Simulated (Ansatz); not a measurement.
## Tl2Te (model cell, started as antifluorite): phonons and vibrational spectra

Aim: the vibrations of Tl2Te (model cell, started as antifluorite), their spectra, and whether the structure is stable.

Method: DFT PBEsol, scalar-relativistic, plane waves, PAW, in Ansatz 0.2.0.

This is a report of a sequence of runs, with most program output left out.

The structure was built from a prototype and need not be the compound's stable phase.

**1. The starting structure**

It takes space group Fm-3m (No. 225, cubic). Conventional cell: a = 8.225 Å, b = 8.225 Å, c = 8.225 Å, α = 90.00°, β = 90.00°, γ = 90.00°. Nearest to Te lie 8 Tl at 3.56 Å. Nearest to Tl lie 4 Te at 3.56 Å. Farther neighbours and most contacts between anions are not listed.

**2. Relaxation**

The cell and atoms are relaxed, since residual forces and stress would shift the frequencies.

The input, input.yaml:

```yaml
crystal:
  lattice:
    - [0.0, 4.11258, 4.11258]
    - [4.11258, 0.0, 4.11258]
    - [4.11258, 4.11258, 0.0]
  atoms:
    - { symbol: Te, position: [0.0, 0.0, 0.0] }
    - { symbol: Tl, position: [0.25, 0.25, 0.25] }
    - { symbol: Tl, position: [0.75, 0.75, 0.75] }
kpoints:
  mp_grid: { grid: [8, 8, 8] }
hamiltonian:
  xc: pbesol
scf:
  occupations: { method: gaussian, width: 0.01 }
output:
  forces: true
  stress: true
  eigenvalues: true
  write_density: true
  write_potential: true
  elf: true
  volumetric_format: npy
relax:
  adjacent_minimum: "off"
  f_tol: 0.005
  max_steps: 80
  cell: { stress_tol: 0.05 }
```

The run is started by

```bash
$ ansatz run input.yaml --threads 4 --pin off --max-ram 7168MiB --backend cpu --events-out ev --progress --plain --runs-dir out
```

Elapsed: 8.8 s, on 4 threads of Arm Neoverse V2, shared host; peak memory 0.5 GiB.

The steps of the relaxation:

| step | energy less that of the first step (eV) | largest force component (eV/Å) | pressure (GPa) | volume (Å³) |
| --- | --- | --- | --- | --- |
| 1 | 0.0000 | 0.0000 | -2.78 | 139.11 |
| 2 | -0.1801 | 0.0000 | -1.86 | 127.02 |
| 3 | -0.2597 | 0.0000 | 0.94 | 108.82 |
| 4 | -0.2692 | 0.0000 | -0.27 | 114.32 |
| 5 | -0.2706 | 0.0000 | 0.02 | 112.85 |
| 6* | -0.2679 | 0.0000 | 0.00 | 112.85 |

Relaxation steps marked * repeat the geometry before them on a plane-wave basis chosen anew for their cell, so energy and pressure can jump there.

The run keeps the 48 symmetry operations that it works with, so distortions that break them were not tested.

```csv
"conventional cell, symmetrised",before,after,change
a (Å),8.225,7.671,-6.7 %
b (Å),8.225,7.671,-6.7 %
c (Å),8.225,7.671,-6.7 %
volume (Å³/atom),46.37,37.62,-18.9 %
```

Final coordinates:

```cif
data_structure
_symmetry_space_group_name_H-M 'P 1'
_symmetry_Int_Tables_number 1
_cell_length_a 5.4242
_cell_length_b 5.4242
_cell_length_c 5.4242
_cell_angle_alpha 60.000
_cell_angle_beta 60.000
_cell_angle_gamma 60.000
_cell_volume 112.85
loop_
_atom_site_label
_atom_site_type_symbol
_atom_site_fract_x
_atom_site_fract_y
_atom_site_fract_z
_atom_site_occupancy
Te1 Te 0.00000 0.00000 0.00000 1
Tl2 Tl 0.25000 0.25000 0.25000 1
Tl3 Tl 0.75000 0.75000 0.75000 1
```

Numbers from this step:

```
pressure           : -0.003112 GPa
gap on the k-mesh  : 0.1112 eV
volume per atom    : 37.62 Å³
direct gap on mesh : 0.1112 eV
```

Valence density in the ac plane of a cell with a along [110], b along [-110] and c along [001] of the cube at fractional y = 0.000, with atoms of Te and Tl within 0.2 Å of it. It is the smooth field of the valence electrons, not physical close to the nuclei.

Ten steps, logarithmic in the rise over the least value, from '0' (0 e/Å³) to '9' (15 e/Å³), each cell a mean:
```
974210000012369974210000012369
653211121111246653211121111246
332112344311123332112344311123
111123566421111111123566421111
000125787631000000125787631000
000125787631000000125787631000
000024566421000000024566421000
000012344310000000012344310000
000001121100000000001121100000
000000000000000000000000000000
000000000000000000000000000000
000000111000000000000111000000
000001232210000000001232210000
000013455320000000013455320000
000024677531000000024677531000
000125788631000000125788631000
111124677531111111124677531111
221113455421122221113455421122
432111233211234432111233211234
863211111111357863211111111357
984210000012369984210000012369
```
Columns run along a (10.8 Å), rows up along c (7.7 Å), edges of the conventional cell, whose origin can differ from the input's. Atoms in or near the plane, at fractional coordinates: Te at (0.00, 0.00), Te at (0.50, 0.00), Tl at (0.25, 0.25), Tl at (0.75, 0.25), Tl at (0.25, 0.75), Tl at (0.75, 0.75).

ELF in the ac plane of a cell with a along [110], b along [-110] and c along [001] of the cube at fractional y = 0.000, with atoms of Te and Tl within 0.2 Å of it. It is the smooth field of the valence electrons, not physical close to the nuclei.

Values, 11 rows by 16 columns, each cell a mean:
```
0.22 0.54 0.34 0.19 0.21 0.26 0.55 0.29 0.22 0.54 0.34 0.19 0.21 0.26 0.55 0.29
0.59 0.46 0.27 0.35 0.34 0.29 0.39 0.58 0.59 0.46 0.27 0.35 0.34 0.29 0.39 0.58
0.32 0.19 0.35 0.16 0.09 0.36 0.21 0.29 0.32 0.19 0.35 0.16 0.09 0.36 0.21 0.29
0.05 0.12 0.36 0.33 0.29 0.39 0.18 0.05 0.05 0.12 0.36 0.33 0.29 0.39 0.18 0.05
0.01 0.05 0.19 0.28 0.29 0.22 0.07 0.01 0.01 0.05 0.19 0.28 0.29 0.22 0.07 0.01
0.01 0.02 0.05 0.10 0.11 0.07 0.03 0.01 0.01 0.02 0.05 0.10 0.11 0.07 0.03 0.01
0.02 0.06 0.25 0.34 0.35 0.28 0.10 0.02 0.02 0.06 0.25 0.34 0.35 0.28 0.10 0.02
0.08 0.13 0.37 0.27 0.20 0.39 0.19 0.08 0.08 0.13 0.37 0.27 0.20 0.39 0.19 0.08
0.44 0.24 0.33 0.19 0.13 0.36 0.22 0.39 0.44 0.24 0.33 0.19 0.13 0.36 0.22 0.39
0.53 0.51 0.27 0.34 0.36 0.27 0.45 0.55 0.53 0.51 0.27 0.34 0.36 0.27 0.45 0.55
0.15 0.51 0.38 0.15 0.15 0.27 0.57 0.21 0.15 0.51 0.38 0.15 0.15 0.27 0.57 0.21
```
Columns run along a (10.8 Å), rows up along c (7.7 Å), edges of the conventional cell, whose origin can differ from the input's. Atoms in or near the plane, at fractional coordinates: Te at (0.00, 0.00), Te at (0.50, 0.00), Tl at (0.25, 0.25), Tl at (0.75, 0.25), Tl at (0.25, 0.75), Tl at (0.75, 0.75).

Electrostatic potential energy in the ac plane of a cell with a along [110], b along [-110] and c along [001] of the cube at fractional y = 0.000, with atoms of Te and Tl within 0.2 Å of it. With pseudopotentials it is smooth inside the atoms' cores, unlike the true potential.

Ten even steps from '_' (-39 eV) to '@' (11 eV), each cell a mean:
```
@@@@++%%@@@@@@@@@@@@@@@@**##@@@@@@++%%@@@@@@@@@@@@@@@@**##@@
##****%%@@@@%%%%%%@@@@@@##++####****%%@@@@%%%%%%@@@@@@##++##
**##%%@@@@%%**==++##%%@@@@##****##%%@@@@%%**==++##%%@@@@##**
@@@@@@@@%%++..____--##@@@@@@@@@@@@@@@@%%++..____--##@@@@@@@@
@@@@@@@@%%--______..**@@@@@@@@@@@@@@@@%%--______..**@@@@@@@@
@@@@@@@@%%--________**@@@@@@@@@@@@@@@@%%--________**@@@@@@@@
@@@@@@@@%%++..____--##@@@@@@@@@@@@@@@@%%++..____--##@@@@@@@@
@@@@@@@@@@%%**==++##%%@@@@@@@@@@@@@@@@@@%%**==++##%%@@@@@@@@
@@@@@@@@@@@@%%%%%%@@@@@@@@@@@@@@@@@@@@@@@@%%%%%%@@@@@@@@@@@@
@@@@@@@@@@@@@@@@@@@@@@@@@@@@@@@@@@@@@@@@@@@@@@@@@@@@@@@@@@@@
@@@@@@@@@@@@@@@@@@@@@@@@@@@@@@@@@@@@@@@@@@@@@@@@@@@@@@@@@@@@
@@@@@@@@@@@@@@@@@@@@@@@@@@@@@@@@@@@@@@@@@@@@@@@@@@@@@@@@@@@@
@@@@@@@@@@@@%%####%%@@@@@@@@@@@@@@@@@@@@@@%%####%%@@@@@@@@@@
@@@@@@@@@@##--..::++%%@@@@@@@@@@@@@@@@@@##--..::++%%@@@@@@@@
@@@@@@@@%%==______..##@@@@@@@@@@@@@@@@%%==______..##@@@@@@@@
@@@@@@@@%%::________**%%@@@@@@@@@@@@@@%%::________**%%@@@@@@
@@@@@@@@%%==______..**@@@@@@@@@@@@@@@@%%==______..**@@@@@@@@
%%%%@@@@@@##--..::++%%@@@@%%%%%%%%@@@@@@##--..::++%%@@@@%%%%
++++##@@@@%%%%####%%@@@@%%**++++++##@@@@%%%%####%%@@@@%%**++
@@##++%%@@@@@@@@@@@@@@@@##**@@@@##++%%@@@@@@@@@@@@@@@@##**@@
@@@@++##@@@@@@@@@@@@@@%%**##@@@@@@++##@@@@@@@@@@@@@@%%**##@@
```
Columns run along a (10.8 Å; values clipped at the 3rd and 97th percentile), rows up along c (7.7 Å), edges of the conventional cell, whose origin can differ from the input's. Atoms in or near the plane, at fractional coordinates: Te at (0.00, 0.00), Te at (0.50, 0.00), Tl at (0.25, 0.25), Tl at (0.75, 0.25), Tl at (0.25, 0.75), Tl at (0.75, 0.75).

In this step the volume went from 46.37 to 37.62 Å³/atom.

**3. Bringing the structure to rest**

The relaxation is repeated from its end on the same settings, as a check that it has come to rest.

Edit input.yaml of step 2 so:

```diff
@@ -2,5 +2,5 @@
   lattice:
-    - [0.0, 4.11258, 4.11258]
-    - [4.11258, 0.0, 4.11258]
-    - [4.11258, 4.11258, 0.0]
+    - [0.0, 3.8354657154, 3.8354657154]
+    - [3.8354657154, 0.0, 3.8354657154]
+    - [3.8354657154, 3.8354657154, 0.0]
   atoms:
```

The job ended after 2.7 s (4 threads; peak memory 0.46 GiB; 9.6 s of CPU time).

Little changed from the start: no atom moved by 0.005 Å and no cell edge by 0.1 %.

Numbers from this step:

```
pressure : -0.003110 GPa
```

In this step the volume went from 37.62 to 37.62 Å³/atom.

**4. Tight relaxation**

Phonons need a cell at rest on their own settings, so the relaxation is repeated with tight tolerances on forces and stress on the k mesh and occupations of the first response run.

input.yaml, the sections that differ from step 3:

```yaml
output:
  forces: true
  stress: true
  eigenvalues: true
relax:
  adjacent_minimum: "off"
  f_tol: 0.001
  max_steps: 60
  cell: { stress_tol: 0.01 }
# crystal, kpoints, hamiltonian, scf: as in step 3
```

The job ended after 2.6 s (4 threads; peak memory 0.45 GiB; 9.5 s of CPU time).

Little changed from the start: no atom moved by 0.005 Å and no cell edge by 0.1 %.

Numbers from this step:

| Property | Result |
| --- | --- |
| pressure | -0.003112 GPa |

The forces vanish by symmetry and the pressure is -0.003 GPa, within the tolerances set. The cell now holds 37.62 Å³/atom.

**5. Linear response at the zone centre**

The zone centre comes first: it holds the modes that light can see, as far as symmetry allows. No field response is asked.

Edit input.yaml of step 4 so:

```diff
@@ -16,9 +16,4 @@
 output:
-  forces: true
-  stress: true
   eigenvalues: true
-relax:
-  adjacent_minimum: "off"
-  f_tol: 0.001
-  max_steps: 60
-  cell: { stress_tol: 0.01 }
+phonons:
+  method: dfpt
```

It took 12 s on 4 threads; peak memory 0.89 GiB.

This step gave:

```
sum-rule residual before enforcement                    : 3.30e-5 eV/Å²
point group                                             : m-3m
highest optical mode at the zone centre (no LO-TO term) : 76.39 cm⁻¹
lowest optical zone-centre mode                         : 56.55 cm⁻¹
```

Without the LO-TO term. Patterns of degenerate modes are one choice out of their space. The modes at Γ (shares of kinetic energy by element, %):

| mode | frequency (cm⁻¹) | symmetry | Te % | Tl % |
| --- | --- | --- | --- | --- |
| 1 | 0.0 | acoustic | 24 | 76 |
| 2 | 0.0 | acoustic | 24 | 76 |
| 3 | 0.0 | acoustic | 24 | 76 |
| 4 | 56.5 | T2g | 0 | 100 |
| 5 | 56.5 | T2g | 0 | 100 |
| 6 | 56.5 | T2g | 0 | 100 |
| 7 | 76.4 | T1u | 76 | 24 |
| 8 | 76.4 | T1u | 76 | 24 |
| 9 | 76.4 | T1u | 76 | 24 |

Displacements in mode 6 (56.5 cm⁻¹), the largest set to 1:
```
Te1  0.00  0.00  0.00
Tl2 -0.04 -0.13 -1.00
Tl3  0.04  0.13  1.00
```

Displacements in mode 8 (76.4 cm⁻¹), the largest set to 1:
```
Te1  0.00  1.00 -0.18
Tl2  0.00 -0.31  0.06
Tl3  0.00 -0.31  0.06
```

Before it was imposed, the acoustic sum rule was missed by 3.3e-5 eV/Å². Small misses are needed for a sound result but don't prove that mesh and cutoff are converged. The lowest optical mode is real, 56.5 cm⁻¹.

**6. Phonons on a q mesh**

Stability and thermal properties need the whole zone. Linear response on a 2×2×2 q mesh gives force constants as far as a supercell of that size would.

Edit input.yaml of step 5 so:

```diff
@@ -19 +19,8 @@
   method: dfpt
+  qmesh: [2, 2, 2]
+  temperatures: { t_max: 1000, t_step: 50 }
+  qpath:
+    path:
+      - [[0.0, 0.0, 0.0], [0.5, 0.0, 0.5], [0.625, 0.25, 0.625]]
+      - [[0.375, 0.375, 0.75], [0.0, 0.0, 0.0], [0.5, 0.5, 0.5], [0.5, 0.25, 0.75], [0.5, 0.0, 0.5]]
+    npoints: 10
```

Elapsed: 1.7 min, on 4 threads; peak memory 1.4 GiB.

Numbers from this step:

* sum-rule residual before enforcement: 3.53e-5 eV/Å²
* lowest frequency on the path: -25.49 cm⁻¹
* highest frequency on the path or at a solved wavevector: 83.6 cm⁻¹
* lowest mode on the q mesh (acoustic modes at Γ apart): -25.49 cm⁻¹

Frequencies (cm⁻¹) solved at each irreducible wavevector; negative means imaginary. Frequencies by wavevector, by row:

```
q in reciprocal lattice units  star  mode 1  mode 2  mode 3  mode 4  mode 5  mode 6  mode 7  mode 8  mode 9
                        0 0 0     1       0       0       0    56.5    56.5    56.5    76.4    76.4    76.4
                     0 0 -0.5     4    17.4    17.4    45.7    49.5    49.5      58    70.6    83.3    83.3
                  0 -0.5 -0.5     3   -25.5   -25.5    41.2    41.9    41.9    62.5    75.4    75.4    82.2
```

Interpolated from a 2×2×2 q mesh, without the LO-TO term. The phonon branches at the labelled points (cm⁻¹):

```
    point  branch 1  branch 2  branch 3  branch 4  branch 5  branch 6  branch 7  branch 8  branch 9
        Γ         0         0         0        57        57        57        76        76        76
  halfway        -8        -8        42        48        48        50        78        78        83
        X       -26       -26        41        42        42        62        75        75        82
  halfway       -22       -18        41        42        42        62        75        76        81
        U       -13        22        40        41        44        61        75        78        80
jump to K       -13        22        40        41        44        61        75        78        80
  halfway        16        17        39        48        50        52        79        79        81
        Γ         0         0         0        57        57        57        76        76        76
  halfway        13        13        35        50        53        53        78        80        80
        L        17        17        46        50        50        58        71        83        83
  halfway        11        28        42        44        47        59        73        81        81
        W       -16        35        35        40        44        61        77        77        77
  halfway       -21         5        41        41        43        62        76        76        80
        X       -26       -26        41        42        42        62        75        75        82
```

(Part 1 of 2 ends here.)

[Logs are printed without paths, hosts, clocks, repeated set-up lines and the standing remarks that a program may print on its own settings, such as how far it seeks lower states.]

[Hosts, paths, dates, database ids (printed as entryN), source tags and the programs' standing remarks are cut or masked in the printed files.]
